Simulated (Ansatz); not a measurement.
# Mg2C (model cell, started as cuprite): following an unstable mode, part 3 of 3

Which phase does Mg2C (model cell, started as cuprite) fall into along its unstable mode, and how much energy does it gain?

Ansatz 0.2.0; DFT PBE, scalar-relativistic, plane waves, PAW.

So far. Step 4 (The mode frozen in, largest atomic shift 0.14 Å): The run ends at a pressure of -0.64 GPa, with forces up to 0.13 eV/Å. Step 5 (Energy along the mode, all amplitudes (two of the runs …): The lowest of the steps tried is at 0.14 Å, 0.885 meV/atom below the parent; the bottom of the well need not coincide with a step. The relaxed cell has a, b, c = 5.713, 5.884, 5.439 Å (conventional setting).

The structure was built from a prototype and need not be the compound's stable phase.

### Step 7. Modes of the new phase

A relaxed structure may still be a saddle point, so its zone-centre modes are computed. No field response is asked.

input.yaml reads:

```yaml
crystal:
  lattice:
    - [4.1003114456, 0.0, -0.0605802878]
    - [0.0, 5.4392121943, 0.0]
    - [-0.0605802878, 0.0, 4.1003114456]
  atoms:
    - { symbol: C, position: [0.0867816466, -0.0448148928, 0.0867816466] }
    - { symbol: C, position: [0.5867816466, 0.5448148928, 0.5867816466] }
    - { symbol: Mg, position: [0.3367846867, 0.2499928513, 0.3367846867] }
    - { symbol: Mg, position: [0.5867816322, 0.75, 0.0867816322] }
    - { symbol: Mg, position: [0.8367846867, 0.2500071487, 0.8367846867] }
    - { symbol: Mg, position: [0.0867816322, 0.75, 0.5867816322] }
kpoints:
  mp_grid: { grid: [6, 6, 6] }
hamiltonian:
  xc: pbe
scf:
  occupations: { method: methfessel_paxton, width: 0.15 }
output:
  eigenvalues: true
phonons:
  method: dfpt
```

On the command line:

```console
ansatz run input.yaml --threads 8 --pin off --max-ram 14336MiB --backend cpu --events-out ev --progress --plain --runs-dir out
```

Numbers of over 12 decimals in the logs are rounded to 6 here.

Log:

```text
Warning: the atoms were moved onto the symmetric positions of the space group found under crystal.symmetry.tolerance 1.0e-5 (fractional; no operation is sought that the atoms, as they stand in a round, miss by more than twice it, and no atom is moved by as much as it), and the run uses the moved positions. Before a round's move an operation carried an atom to 8.12e-5 Å from where it should land, the largest such dist [...]
Warning: crystal.symmetry: narrowed to the stabiliser of the run's FFT grids — unitary ops 8 → 4. A phonons.method: dfpt run fills in the rows of the dynamical matrix that it does not solve by its symmetry operations, which is exact only for operations that map its FFT grids onto themselves: filled in by any other, the frequencies could depend on the order in which like atoms are typed, or, by more than the grids' own error, on where the crystal sits among the grids' points. Excluded: 4 operations. The run can therefore solve more perturbations, solve them on more k-points, or both, and cost more. [rest of the remark cut]
[...]
Crystal: 6 atoms, lattice volume = 91.427 Å³
Basis set: ecut = 420 eV, 1799 PW (Γ), exchange–correlation on 60×80×60 points (8 copies of the dense FFT grid, shifted against one another)
Bands: 30, of which v1, the nominal top of the filled ones, is band 24 counted from 1 (23 counted from 0)
Symmetry: 8 space group operations
k-points: 112 of 216 (irreducible under 1 space group operation, time reversal used)
[...]
SCF iter   1: F=—  HF=-8194.678193 eV  |F-HF|=—  |Δ(HF+E_count)|=         —  Δρ=2.55e-3  dr2=6.48e-3  ethr=1.77e-3  ⟨swp⟩=5.5  Hψ=14521  notcnv=0
[...]
SCF iter   9: F=-8194.676651 eV  HF=-8194.676651 eV  |F-HF|=0.00e0  |Δ(HF+E_count)|=  2.55e-11  S|Δr|=    0.00e0  Δρ=4.57e-8  dr2=1.19e-12  ethr=1.00e-12  ⟨swp⟩=8.6  Hψ=15844  notcnv=0
SCF 1 converged in 9 iterations: F = -8194.676651 eV  dr2 = 1.19e-12
[...]
DFPT response loops at Γ: preconditioner auto → Kerker (q_TF=auto, 2.450 Å⁻¹) (partly filled bands, converged f_vac=0.000); β = 1.00, the filter's whole step (`scf.mixing.beta` (0.50) is not read by the response loops under this deck's `scf.mixing.preconditioner`; to damp them name `kerker` or `kerker_dos`, under which they read `scf.mixing.beta`, and type it under 1.00, their step now; both keys bind the ground state too); Broyden in place of MSR1
SCF converged after 9 iterations
[...]
Free energy (F): -8194.676651 eV
[...]
Internal energy: -8194.676891 eV  (E = F + TS)
E sigma→0 (E₀):  -8194.676711 eV
Entropy (-TS):   0.000240 eV (0.040 meV/atom)
Fermi energy:    6.785224 eV
[...]
--- Band table (eV; the first three rows and the last of 112) ---
  k-point 0: bands = [... 20 lower, 5.1051, 5.8601, 6.2210, 6.4526, 6.8448, 7.2343, 8.6331, 12.5353, ... 2 higher]
  k-point 1: bands = [... 20 lower, 5.0308, 5.0743, 5.9723, 6.4823, 7.5398, 7.7742, 9.1556, 12.3848, ... 2 higher]
  k-point 2: bands = [... 20 lower, 3.8858, 5.3256, 5.4520, 6.2715, 8.3041, 8.7583, 9.7171, 10.9379, ... 2 higher]
  k-point 111: bands = [... 20 lower, 3.8265, 3.8895, 4.0794, 4.1431, 9.3949, 9.5288, 10.2965, 10.6906, ... 2 higher]
--- Phonons (Γ-DFPT): 6 representative perturbations + reference, on 112 of 216 k-points (Σ response iterations 18) ---
  ASR residual: 4.045e-5 → 0.000e0 eV/Å²; symmetrization residual: 2.141e-6 eV/Å²
  The last average, over the group as it would stand without the narrowing to the FFT grids, took up to 2.126e-6 eV/Å² of the zone centre's force constants
  ASR residual per site (eV/Å²): 1.57e-5 1.57e-5 4.05e-5 1.97e-5 4.05e-5 1.97e-5
[...]
non-analytic LO–TO correction: not included (Born effective charges unavailable; polar crystals: no LO–TO splitting at Γ)
```

Run time: 31 s. Hardware: 8 threads of Arm Neoverse V1, shared host; peak memory 1.2 GiB.

This step gave:

```
sum-rule residual before enforcement                    : 4.05e-5 eV/Å²
point group                                             : mmm
highest optical mode at the zone centre (no LO-TO term) : 553.3 cm⁻¹
lowest optical zone-centre mode                         : -110.7 cm⁻¹
```

Patterns of degenerate modes are one choice out of their space. Modes at Γ, with each element's share of the kinetic energy (negative means imaginary):

| mode | frequency (cm⁻¹) | symmetry | C % | Mg % |
| --- | --- | --- | --- | --- |
| 1 | -110.7 | B2u | 30 | 70 |
| 2 | 0.0 | acoustic | 20 | 80 |
| 3 | 0.0 | acoustic | 20 | 80 |
| 4 | 0.0 | acoustic | 20 | 80 |
| 5 | 52.7 | B3u | 3 | 97 |
| 6 | 239.8 | B1g | 0 | 100 |
| 7 | 265.1 | B3u | 14 | 86 |
| 8 | 281.8 | Au | 0 | 100 |
| 9 | 293.4 | B1u | 16 | 84 |
| 10 | 305.2 | B3g | 77 | 23 |
| 11 | 308.2 | B2u | 50 | 50 |
| 12 | 323.2 | B2g | 1 | 99 |
| 13 | 357.6 | B3g | 23 | 77 |
| 14 | 394.4 | B1u | 11 | 89 |
| 15 | 485.8 | B2g | 99 | 1 |
| 16 | 513.0 | Ag | 100 | 0 |
| 17 | 540.1 | B3u | 63 | 37 |
| 18 | 553.3 | B1u | 53 | 47 |

Displacements in mode 1 (-110.7 cm⁻¹), the largest set to 1:
```
C1   1.00  0.00 -1.00
C2   1.00  0.00 -1.00
Mg3 -0.96  0.00  0.96
Mg4  0.46  0.00 -0.46
Mg5 -0.96  0.00  0.96
Mg6  0.46  0.00 -0.46
```

Displacements in mode 18 (553.3 cm⁻¹), the largest set to 1:
```
C1   0.00  1.00  0.00
C2   0.00  1.00  0.00
Mg3 -0.34 -0.45 -0.34
Mg4  0.00 -0.05  0.00
Mg5  0.34 -0.45  0.34
Mg6  0.00 -0.05  0.00
```

Before it was imposed, the acoustic sum rule was missed by 4.0e-5 eV/Å². Small misses are needed for a sound result but don't prove that mesh and cutoff are converged. The lowest optical mode is imaginary, 110.7i cm⁻¹, so the energy falls along it.

### Step 8. What came out

| Property | Result |
| --- | --- |
| unstable mode of the parent | q = (0, 0, 0), 55i cm⁻¹ |
| depth at the lowest point sampled | 0.885 meV/atom |
| largest atomic shift at that point | 0.14 Å |
| space group reached (within 0.01 Å) | Cmme |
| energy gained over the parent (first relaxation, on the mesh of the frozen mode) | 242 meV/atom |
| volume per atom, phase reached | 15.2 Å³ |
| gap on the k-mesh, phase reached | 0.132 eV |
| lowest optical zone-centre mode, phase reached | -111 cm⁻¹ |
| highest optical mode at the zone centre (no LO-TO term), phase reached | 553 cm⁻¹ |

In words: Along this mode the structure falls into Cmme, 242 meV/atom below the parent. At the parent's cell the well is 0.885 meV/atom deep on the steps tried, with its lowest point at a shift of 0.14 Å. Relaxing atoms and cell changes the gain by +241.54 meV/atom against the lowest step (energies at zero smearing). Most of the total comes from this relaxation. The new phase still has an imaginary mode at the zone centre of its cell, so it is a saddle point on the way to a lower structure. How so shallow a well moves with the k mesh was not tested. Of the 5 patterns followed to their end from this parent, this one ends 153 meV/atom above the lowest, P4_2/mnm. Each path keeps the symmetry of its pattern, so a lower phase may lie along a pattern not tried. With no gap, or one that is small against the smearing, the frequencies hang on the k mesh and the smearing, most of all near Kohn anomalies. The volume moved by more than a tenth on the k mesh of the start, so the energy gain is rough. The starting cell was built on a prototype and not taken from a measurement, so the phase need not exist.

[Logs are printed without paths, hosts, clocks, repeated set-up lines and the standing remarks that a program may print on its own settings, such as how far it seeks lower states.]

[Hosts, paths, dates, database ids (printed as entryN), source tags and the programs' standing remarks are cut or masked in the printed files.]
